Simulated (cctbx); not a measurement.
## A disordered crystal of nominal Li2CdI4

Cell a = 7.4870 Å, b = 7.8770 Å, c = 9.3220 Å, α = 90.00°, β = 107.93°, γ = 90.00°; space group P2_1/m (no. 11); nominal formula Li2CdI4.

Simulated single-crystal data (cctbx): Cu Kα, λ = 1.54184 Å, to d = 0.8 Å, 95 % of the full sphere, strongest reflection 20000 counts, noise from counting, a 3 % proportional error and a noise floor of 8 counts (s.d.); no absorption, and some extinction, which the refinements don't model.

With every site full:

```text
Rint 0.027, 1154 unique reflections to 0.80 A
cycle     R1     wR2    GooF  max shift (A)
   1  0.1323  0.2897   9.796   0.01342
   2  0.0169  0.0401   1.356   0.00018
final R1 0.0169 wR2 0.0401 GooF 1.356  parameters 39  data/parameter 29.6
atom        x        y        z      Ueq    occ   su(xyz)  su(Uiso or U11)
I1     0.42072  0.75000  0.11997   0.0029  1.000  0.00005  0.0002
I2     0.99307  0.49764  0.23877   0.0015  1.000  0.00003  0.0001
I3     0.41372  0.75000  0.58490   0.0035  1.000  0.00005  0.0002
Cd1    0.22811  0.75000  0.30659   0.0067  1.000  0.00006  0.0002
Li1    0.74967  0.75000  0.93093   0.0069  1.000  0.00148  0.0048
Li2    0.78461  0.75000  0.44725   0.0055  1.000  0.00146  0.0051  NPD
difference map: max 0.87 min -2.60 rms 0.26
Q1    0.3566  0.7500  0.2811    2    0.92  1.06 A from Cd1
Q2    0.0946  0.1372  0.0634    4    0.82  1.45 A from Li1
Q3    0.2047  0.6113  0.3446    4    0.72  1.18 A from Cd1
Q4    0.4007  0.6667  0.5415    4    0.70  0.76 A from I3
Q5    0.2505  0.6449  0.5467    4    0.65  1.43 A from I3
Q6    0.2220  0.7500  0.4359    2    0.64  1.22 A from Cd1
```

With the occupancies of the suspect sites free, each still typed as its main element:

```text
Rint 0.027, 1154 unique reflections to 0.80 A
cycle     R1     wR2    GooF  max shift (A)
   1  0.0769  0.1725   5.836   0.00144
   3  0.0146  0.0330   1.118   0.00012
final R1 0.0146 wR2 0.0330 GooF 1.117  parameters 40  data/parameter 28.9
atom        x        y        z      Ueq    occ   su(xyz)  su(Uiso or U11)
I1     0.42073  0.75000  0.11997   0.0036  1.000  0.00004  0.0001
I2     0.99307  0.49765  0.23877   0.0022  1.000  0.00003  0.0001
I3     0.41372  0.75000  0.58491   0.0041  1.000  0.00004  0.0001
Cd1    0.22812  0.75000  0.30660   0.0047  0.947  0.00005  0.0002
Li1    0.74979  0.75000  0.93114   0.0079  1.000  0.00123  0.0040
Li2    0.78462  0.75000  0.44720   0.0056  1.000  0.00118  0.0041
su of occupancy Cd1: 0.002
difference map: max 0.81 min -2.20 rms 0.24
Q1    0.3508  0.7500  0.2874    2    0.82  0.99 A from Cd1
Q2    0.0946  0.1370  0.0662    4    0.76  1.46 A from Li1
Q3    0.1990  0.6800  0.9996    4    0.66  1.78 A from I1
Q4    0.3995  0.6483  0.5355    4    0.64  0.91 A from I3
Q5    0.3792  0.5704  0.1625    4    0.61  1.53 A from I1
Q6    0.2034  0.5787  0.2024    4    0.61  1.64 A from Cd1
```

**Question.** What is the disorder?

X-rays count electrons. Cd1 refines to 0.947(0.002), or 45.5 electrons; the site truly holds 0.94 Cd, 45.1 electrons, which is 0.940 of Cd. A value under 1 can't tell vacancies from a lighter guest, and one over 1 needs a heavier guest; chemistry or a second radiation must settle which. Occupancy correlates with U and the scale, so the match is approximate.

Freeing them takes R1 from 0.0169 to 0.0146 and GooF from 1.36 to 1.12.

The model was made for the exercise: a known structure type with other elements put in, its volume estimated, not relaxed; displacement parameters are assumed.

[Middle refinement cycles are left out of these outputs.]

[Logs are printed without paths, hosts, clocks, repeated set-up lines and the standing remarks that a program may print on its own settings, such as how far it seeks lower states.]
